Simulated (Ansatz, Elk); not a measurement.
# How far do independent atoms describe CrInCl3F2?

Structure refinements treat a crystal as free atoms side by side. For a made-up structure of CrInCl3F2 (cell and positions from a PBEsol relaxation) the runs below show what the calculated density changes in F(hkl).

Calculated with Elk 11.2.3 (patched build); DFT, PBE, all-electron APW+lo, Dirac cores, scalar-relativistic bands, static density, ferromagnetic start.

The structure was built from a prototype and need not be the compound's stable phase.

### 1. Set-up

Symmetry: Immm, No. 71, orthorhombic system. Conventional cell: a = 4.622 Å, b = 7.774 Å, c = 8.147 Å, α = 90.00°, β = 90.00°, γ = 90.00°. Nearest to In lie 2 F at 2.17 Å and 4 Cl at 2.77 Å. Nearest to Cr lie 2 F at 1.90 Å and 4 Cl at 2.31 to 2.36 Å. Nearest to Cl lie 2 Cr at 2.31 Å. Nearest to Cl lie 1 Cr at 2.36 Å and 2 In at 2.77 Å. Nearest to F lie 1 Cr at 1.90 Å and 1 In at 2.17 Å. Farther neighbours and most contacts between anions are not listed.

### 2. Ground state and structure factors

An all-electron density is needed, since X-rays see the cores too. Task 0 finds the density and task 195 Fourier-transforms it; tshift is off so that phases refer to the origin typed.

elk.in

```
tasks
  0
  195
  196

xctype
  20

spinpol
  .true.

rgkmax
  7.0

gmaxvr
  14.0

lmaxo
  7

lmaxapw
  8

swidth
  0.002

tshift
  .false.

ramdisk
  .false.

hmaxvr
  5.5

maxscl
  120

epspot
  1e-06

reducebf
  0.8

sppath
  './'

avec
  -4.36717494860 7.34510053622 7.69808552554
  4.36717494860 -7.34510053622 7.69808552554
  4.36717494860 7.34510053622 -7.69808552554

atoms
  4
  'In.in'
  1
  -0.0000000000 -0.0000000000 -0.0000000000   0.000000 0.000000 0.000000
  'Cr.in'
  1
  0.5000000000 0.5000000000 -0.0000000000   0.000000 0.000000 -0.120000
  'Cl.in'
  3
  0.5000000000 -0.0000000000 0.5000000000   0.000000 0.000000 0.000000
  0.1963301558 0.5000000000 0.6963301558   0.000000 0.000000 0.000000
  0.8036698442 0.5000000000 0.3036698442   0.000000 0.000000 0.000000
  'F.in'
  2
  0.7333477206 0.7333477206 -0.0000000000   0.000000 0.000000 0.000000
  0.2666522794 0.2666522794 -0.0000000000   0.000000 0.000000 0.000000

ngridk
  5 5 5
```

Command:

```bash
> OMP_NUM_THREADS=4 elk
```

Numbers of over 12 decimals in the logs are rounded to 6 here.

The program printed:

```text
┌─────────────────────────┐
│ Elk code version 11.2.3 │
└─────────────────────────┘

All units are atomic (Hartree, Bohr, etc.)

┌─────────────────────────────────────────────────┐
│ Ground-state run starting from atomic densities │
└─────────────────────────────────────────────────┘

Lattice vectors :
  -4.367174949       7.345100536       7.698085526
   4.367174949      -7.345100536       7.698085526
   4.367174949       7.345100536      -7.698085526

Reciprocal lattice vectors :
  0.9485089093E-17  0.4277126825      0.4081005132
  0.7193649649      0.2801040311E-17  0.4081005132
  0.7193649649      0.4277126825     -0.1014608013E-16

Unit cell volume      :    987.7363980
Brillouin zone volume :   0.2511299715

Muffin-tin inner radius fraction :   0.1000000000E-01

Nuclei treated as point charges

Species : 1 (In)
 parameters loaded from : In.in
 name : indium
 nuclear charge    :   -49.00000000
 electronic charge :    49.00000000
 atomic mass :    209300.4102
 muffin-tin radius :    2.504358610
 number of radial points in muffin-tin :   1193
 inner part over the whole radius :   0.9917067201E-02
 number on inner part of muffin-tin    :    849
 approximate nuclear radius :   0.8768807633E-04
 number of mesh points to nuclear radius :    428
 atomic positions (lattice), magnetic fields (Cartesian) :
  1 :   0.00000000  0.00000000  0.00000000    0.00000000  0.00000000  0.00000000

Species : 2 (Cr)
 parameters loaded from : Cr.in
 name : chromium
 nuclear charge    :   -24.00000000
 electronic charge :    24.00000000
 atomic mass :    94783.09202
 muffin-tin radius :    1.932360775
 number of radial points in muffin-tin :    993
 inner part over the whole radius :   0.9880050340E-02
 number on inner part of muffin-tin    :    695
 approximate nuclear radius :   0.6987106690E-04
 number of mesh points to nuclear radius :    333
 atomic positions (lattice), magnetic fields (Cartesian) :
  1 :   0.50000000  0.50000000  0.00000000    0.00000000  0.00000000 -0.12000000

Species : 3 (Cl)
 parameters loaded from : Cl.in
 name : chlorine
 nuclear charge    :   -17.00000000
 electronic charge :    17.00000000
 atomic mass :    64626.86550
 muffin-tin radius :    2.200000000
 number of radial points in muffin-tin :    793
 inner part over the whole radius :   0.9992010025E-02
 number on inner part of muffin-tin    :    555
 approximate nuclear radius :   0.6305718926E-04
 number of mesh points to nuclear radius :    253
 atomic positions (lattice), magnetic fields (Cartesian) :
  1 :   0.50000000  0.00000000  0.50000000    0.00000000  0.00000000  0.00000000
  2 :   0.19633016  0.50000000 -0.30366984    0.00000000  0.00000000  0.00000000
  3 :  -0.19633016  0.50000000  0.30366984    0.00000000  0.00000000  0.00000000

Species : 4 (F)
 parameters loaded from : F.in
 name : fluorine
 nuclear charge    :   -9.000000000
 electronic charge :    9.000000000
 atomic mass :    34631.97045
 muffin-tin radius :    1.551065495
 number of radial points in muffin-tin :    593
 inner part over the whole radius :   0.9991829971E-02
 number on inner part of muffin-tin    :    407
 approximate nuclear radius :   0.5278478738E-04
 number of mesh points to nuclear radius :    178
 atomic positions (lattice), magnetic fields (Cartesian) :
  1 :  -0.26665228 -0.26665228  0.00000000    0.00000000  0.00000000  0.00000000
  2 :   0.26665228  0.26665228  0.00000000    0.00000000  0.00000000  0.00000000

Total number of atoms per unit cell :    7
Total muffin-tin volume :    261.0850165
 ratio of muffin-tin to unit cell volume :   0.2643266128

Spin treatment :
 spin-polarised
 global magnetic field (Cartesian) :    0.000000000       0.000000000       0.000000000
 collinear magnetisation in z-direction

Number of Bravais lattice symmetries :    8
Number of crystal symmetries         :    8
Crystal has inversion symmetry
Real symmetric eigensolver will be used

k-point grid :      5     5     5
k-point offset :    0.000000000       0.000000000       0.000000000
[...]
│ Loop number : 18 │
└──────────────────┘

Energies :
 Fermi                       :     0.96213494036686E-01
 sum of occupied eigenvalues :     -5048.5971760999
 electron kinetic            :      8835.2043056925
 core electron kinetic       :      8416.4151246514
 Coulomb                     :     -17039.511735566
 Coulomb potential           :     -13475.426349524
 nuclear-nuclear             :     -870.52070271350
 electron-nuclear            :     -18879.422278423
 Hartree                     :      2710.4312455708
 Madelung                    :     -10301.798560804
 xc potential                :     -408.18884869847
 xc effective B-field        :    -0.186257
 external B-field            :      0.000000
 exchange                    :     -307.94864943455
 correlation                 :     -6.323198
 electron entropic           :    -0.72422324962744E-03
 total energy                :     -8518.5800018503
 (external B-field energy excluded from total)

Density of states at Fermi energy :    57.22609994
 (states/Hartree/unit cell)

Estimated indirect band gap :   0.1632595094E-02
 from k-point 3 to k-point 5
Estimated direct band gap   :   0.1789229604E-02
 at k-point 3

Charges :
 core                        :    74.00000000
 valence                     :    68.00000000
 interstitial                :    10.22517150
 muffin-tins (core leakage)
  species : 1 (In)
[...]
species : 2 (Cr)
[...]
species : 3 (Cl)
[...]
species : 4 (F)
[...]
total in muffin-tins        :    131.7748285
 total calculated charge     :    141.9966508
 total charge                :    142.0000000
 error                       :   0.3349179371E-02

Moments :
 interstitial                :   0.4295438877
 muffin-tins
  species : 1 (In)
[...]
species : 2 (Cr)
[...]
species : 3 (Cl)
[...]
species : 4 (F)
[...]
total in muffin-tins        :    2.730949844
 total moment                :    3.160493731

RMS change in Kohn-Sham potential (target) :   0.7914994357E-06 (  0.1000000000E-05)
Absolute change in total energy (target)   :   0.1951491504E-04 (  0.1000000000E-03)

Convergence targets achieved

┌──────────────────┐
│ Loop number : 19 │
└──────────────────┘

Energies :
 Fermi                       :     0.96213856894570E-01
 sum of occupied eigenvalues :     -5048.5971767476
 electron kinetic            :      8835.2043074688
 core electron kinetic       :      8416.4151314655
 Coulomb                     :     -17039.511739911
 Coulomb potential           :     -13475.426365535
 nuclear-nuclear             :     -870.52070271350
 electron-nuclear            :     -18879.422269960
 Hartree                     :      2710.4312327622
 Madelung                    :     -10301.798557143
 xc potential                :     -408.18884711999
 xc effective B-field        :    -0.186254
 external B-field            :      0.000000
 exchange                    :     -307.94864618907
 correlation                 :     -6.323199
 electron entropic           :    -0.72422116229040E-03
 total energy                :     -8518.5800013742
 (external B-field energy excluded from total)

Density of states at Fermi energy :    57.22576517
 (states/Hartree/unit cell)

Estimated indirect band gap :   0.1633136211E-02
 from k-point 3 to k-point 5
Estimated direct band gap   :   0.1789433210E-02
 at k-point 3

Charges :
 core                        :    74.00000000
 valence                     :    68.00000000
 interstitial                :    10.22517297
 muffin-tins (core leakage)
  species : 1 (In)
[...]
species : 2 (Cr)
[...]
species : 3 (Cl)
[...]
atom 3                    :    15.67463508     (  0.1506286309E-04)
  species : 4 (F)
   atom 1                    :    8.089017537     ( -0.2600047004E-06)
   atom 2                    :    8.089017537     ( -0.2600047004E-06)
 total in muffin-tins        :    131.7748270
 total calculated charge     :    141.9966508
 total charge                :    142.0000000
 error                       :   0.3349179546E-02

Moments :
 interstitial                :   0.4295373593
 muffin-tins
  species : 1 (In)
[...]
species : 2 (Cr)
[...]
species : 3 (Cl)
[...]
atom 3                    :  -0.1458612537E-01
  species : 4 (F)
   atom 1                    :   0.2461372824E-01
   atom 2                    :   0.2461372824E-01
 total in muffin-tins        :    2.730929389
 total moment                :    3.160466749

┌──────────────────────────────┐
│ Self-consistent loop stopped │
└──────────────────────────────┘

Warning : core states of species 1 leak from the muffin-tin :   0.2184901767E-03

Wrote STATE.OUT
```

Wall time 6.9 min (4 threads of Arm Neoverse V1, shared host); peak memory 0.65 GiB.

SFACRHO.OUT:

```text

h k l indices transformed by vhmat matrix:
   1.000000000       0.000000000       0.000000000    
   0.000000000       1.000000000       0.000000000    
   0.000000000       0.000000000       1.000000000    

      h      k      l  multipl.   |H|            Re(F)            Im(F)           |F|

      0      0      0      1   0.0000000       142.00000      0.75706858E-16   142.00000    
      1      0      0      4  0.59117186       16.882109     -0.68537981E-14   16.882109    
      1      1     -1      2  0.81620103       92.611613      0.94239723E-14   92.611613    
      0      1      0      4  0.82706226       7.0877964     -0.42836238E-14   7.0877964    
      0      0     -1      4  0.83691343       56.538293     -0.32871873E-14   56.538293    
      1     -1      1      2  0.85542537       72.341309     -0.90986092E-15   72.341309    
      0      2     -1      8   1.1690202       24.171166      0.15206864E-13   24.171166    
      0     -2      2      4   1.1823437       38.252991     -0.12636690E-13   38.252991    
      0      1     -2      8   1.1898674       53.384610     -0.17134495E-14   53.384610    
      2      1     -1      4   1.2968625       21.915508     -0.24845018E-13   21.915508    
     -2      1     -1      4   1.3464729      -12.172554     -0.85672476E-14   12.172554    
      1      2     -1      4   1.4200001       13.792940     -0.17134495E-13   13.792940    
     -1      1      1      2   1.4387299       103.91447     -0.92021242E-15   103.91447    
      2     -2      1      4   1.4710300       76.564420     -0.36101348E-16   76.564420    
     -1      0      2      8   1.5554511       15.703862      0.68537981E-14   15.703862    
      2      2     -2      2   1.6324021       96.975716      0.18419582E-13   96.975716    
      0      2      0      4   1.6541245       73.611005      0.47119862E-14   73.611005    
      1      2     -3      8   1.6577553       51.463061     -0.13707596E-13   51.463061
```

Elk indexes on the primitive cell of elk.in and gives |H| = 4π sin θ/λ in inverse bohr. Below, one row stands for each form hkl of the conventional cell (m members, Friedel mates merged), F is for one primitive cell and the density is static (no thermal factor). Free-atom factors are Waasmaier and Kirfel's, and R is Σm||F|−|F'||/Σm|F|.

```csv
hkl,m,sin θ/λ (Å⁻¹),"abs F, DFT",neutral atoms,diff.,ions,diff.
011,4,0.089,16.882,16.950,-0.067,16.098,+0.784
002,2,0.123,92.612,93.104,-0.492,91.370,+1.242
101,4,0.124,7.088,7.078,+0.010,6.452,+0.636
110,4,0.126,56.538,56.857,-0.319,55.996,+0.542
020,2,0.129,72.341,72.400,-0.059,71.900,+0.441
112,8,0.176,24.171,25.055,-0.884,23.952,+0.219
022,4,0.178,38.253,38.984,-0.731,37.982,+0.271
121,8,0.179,53.385,52.804,+0.581,52.933,+0.452
013,4,0.195,21.916,21.585,+0.331,21.863,+0.053
031,4,0.203,12.173,12.197,-0.024,12.060,+0.112
103,4,0.213,13.793,13.458,+0.335,13.765,+0.028
200,2,0.216,103.915,103.784,+0.131,104.008,-0.093
130,4,0.221,76.564,76.537,+0.028,76.825,-0.260
211,8,0.234,15.704,15.567,+0.137,15.750,-0.046
```

The ions are Cr2+, In3+, Cl− and F−, by formal charge.

### 3. The magnetisation density

The same run holds the spin density, and task 196 transforms it. The order is that of the start, and no other was tried.

SFACMAG_1.OUT:

```text

h k l indices transformed by vhmat matrix:
   1.000000000       0.000000000       0.000000000    
   0.000000000       1.000000000       0.000000000    
   0.000000000       0.000000000       1.000000000    

      h      k      l  multipl.   |H|            Re(F)            Im(F)           |F|

      0      0      0      1   0.0000000       3.1604669      0.64258869E-17   3.1604669    
      1      0      0      4  0.59117186      -2.8261932     -0.70612861E-15   2.8261932    
      1      1     -1      2  0.81620103       2.4794721      0.13386324E-14   2.4794721    
      0      1      0      4  0.82706226      -2.4474272     -0.68939570E-15   2.4474272    
      0      0     -1      4  0.83691343       2.4986641      0.13506826E-15   2.4986641    
      1     -1      1      2  0.85542537       2.5417207     -0.19148140E-15   2.5417207    
      0      2     -1      8   1.1690202       2.0508166      0.11248696E-14   2.0508166    
      0     -2      2      4   1.1823437       2.0578969     -0.10901488E-14   2.0578969    
      0      1     -2      8   1.1898674      -2.0636533     -0.52373994E-15   2.0636533    
      2      1     -1      4   1.2968625      -1.9656600     -0.23526465E-14   1.9656600    
     -2      1     -1      4   1.3464729      -1.8316264      0.45011516E-15   1.8316264    
      1      2     -1      4   1.4200001      -1.7430543     -0.22288230E-14   1.7430543    
     -1      1      1      2   1.4387299       1.6872289     -0.80916529E-16   1.6872289    
      2     -2      1      4   1.4710300       1.7107306     -0.15448083E-15   1.7107306    
     -1      0      2      8   1.5554511      -1.5867669      0.46684806E-15   1.5867669    
      2      2     -2      2   1.6324021       1.4894771      0.18130103E-14   1.4894771
```

The total moment is 3.16 μB a cell; sphere moments: In1 -0.01, Cr2 +2.68, Cl3 +0.04, Cl4 -0.01, Cl5 -0.01, F6 +0.02, F7 +0.02 μB. Polarised neutrons measure spin and orbital magnetisation together; without spin-orbit coupling the run gives the spin part:

```csv
hkl,sin θ/λ (Å⁻¹),abs F_M (μB)
011,0.089,2.826
002,0.123,2.479
101,0.124,2.447
110,0.126,2.499
020,0.129,2.542
112,0.176,2.051
022,0.178,2.058
121,0.179,2.064
013,0.195,1.966
031,0.203,1.832
103,0.213,1.743
200,0.216,1.687
130,0.221,1.711
211,0.234,1.587
```

### 4. The highest occupied states alone

An energy window below the Fermi level keeps the highest occupied states, to see at which angles they scatter; shallow core shells can lie inside it and anion s states outside. No new self-consistency is needed.

elk.in: that of step 2 with these lines changed.

```diff
@@ -1,5 +1,3 @@
 tasks
-  0
   195
-  196
 
@@ -44,2 +42,5 @@
 
+wsfac
+  -0.271280 0.396210
+
 sppath
```

Command:

```bash
> OMP_NUM_THREADS=4 elk
```

The program printed:

```text
┌─────────────────────────────────┐
│ Elk code version 11.2.3 started │
└─────────────────────────────────┘

Info(readinput): the functional depends on the density's gradient
 muffin-tin radial points multiplied by    2.00000
 (not where nrmtscf is given)

┌────────────────────┐
│ Current task : 195 │
└────────────────────┘
Info(checkmt): changed muffin-tin radius of species 1 (In) from   2.6000 to   2.5044
Info(checkmt): changed muffin-tin radius of species 2 (Cr) from   2.4000 to   1.9324
Info(checkmt): changed muffin-tin radius of species 4 (F) from   2.0000 to   1.5511

Info(sfacrho): density structure factors written to SFACRHO.OUT

 Energy window :  -0.2712800000      0.3962100000

┌──────────────────┐
│ Elk code stopped │
└──────────────────┘
```

Wall time 25 s (4 threads); peak memory 0.37 GiB.

States within 10 eV below the Fermi level hold 34.00 electrons; any levels below the window count with the cores. Their amplitudes can exceed the total, where window and core parts have opposite phase:

```
hkl  sin θ/λ (Å⁻¹)  abs F, window  abs F, all
011          0.089          5.244      16.882
002          0.123          5.758      92.612
101          0.124          6.902       7.088
110          0.126          7.543      56.538
020          0.129         11.252      72.341
112          0.176          8.260      24.171
022          0.178          5.739      38.253
121          0.179          2.485      53.385
013          0.195          0.615      21.916
031          0.203          7.365      12.173
```

### 5. Another try

In this try the input is made faulty on purpose, to show what that does.

The input is changed as shown.

elk.in: that of step 4 with these lines changed.

```diff
@@ -1,3 +1,5 @@
 tasks
+  0
   195
+  196
 
@@ -34,3 +36,3 @@
 maxscl
-  120
+  3
 
@@ -41,5 +43,2 @@
   0.8
-
-wsfac
-  -0.271280 0.396210
```

Command:

```bash
> OMP_NUM_THREADS=4 elk
```

The program printed:

```text
┌─────────────────────────┐
│ Elk code version 11.2.3 │
└─────────────────────────┘

All units are atomic (Hartree, Bohr, etc.)

┌─────────────────────────────────────────────────┐
│ Ground-state run starting from atomic densities │
└─────────────────────────────────────────────────┘

Lattice vectors :
  -4.367174949       7.345100536       7.698085526
   4.367174949      -7.345100536       7.698085526
   4.367174949       7.345100536      -7.698085526

Reciprocal lattice vectors :
  0.9485089093E-17  0.4277126825      0.4081005132
[...]
error                       :   0.3541275228E-02

Moments :
 interstitial                :   0.4442985373
 muffin-tins
  species : 1 (In)
[...]
species : 2 (Cr)
[...]
species : 3 (Cl)
[...]
species : 4 (F)
   atom 1                    :   0.1163871978E-01
   atom 2                    :   0.1163871978E-01
 total in muffin-tins        :    1.555077285
 total moment                :    1.999375822

┌──────────────────────────────┐
│ Self-consistent loop stopped │
└──────────────────────────────┘

Warning : core states of species 1 leak from the muffin-tin :   0.2244655981E-03

Wrote STATE.OUT
[key lines of the parts left out:]
total energy                :     -8522.9944487411
```

Elapsed: 1.7 min, on 4 threads; peak memory 0.6 GiB.

No converged result was reached; the numbers in the log don't describe the system.

The fault put into the input: too few SCF loops.

(Part 1 of 2 ends here.)

[Logs are printed without paths, hosts, clocks, repeated set-up lines and the standing remarks that a program may print on its own settings, such as how far it seeks lower states.]

[Hosts, paths, dates, database ids (printed as entryN), source tags and the programs' standing remarks are cut or masked in the printed files.]
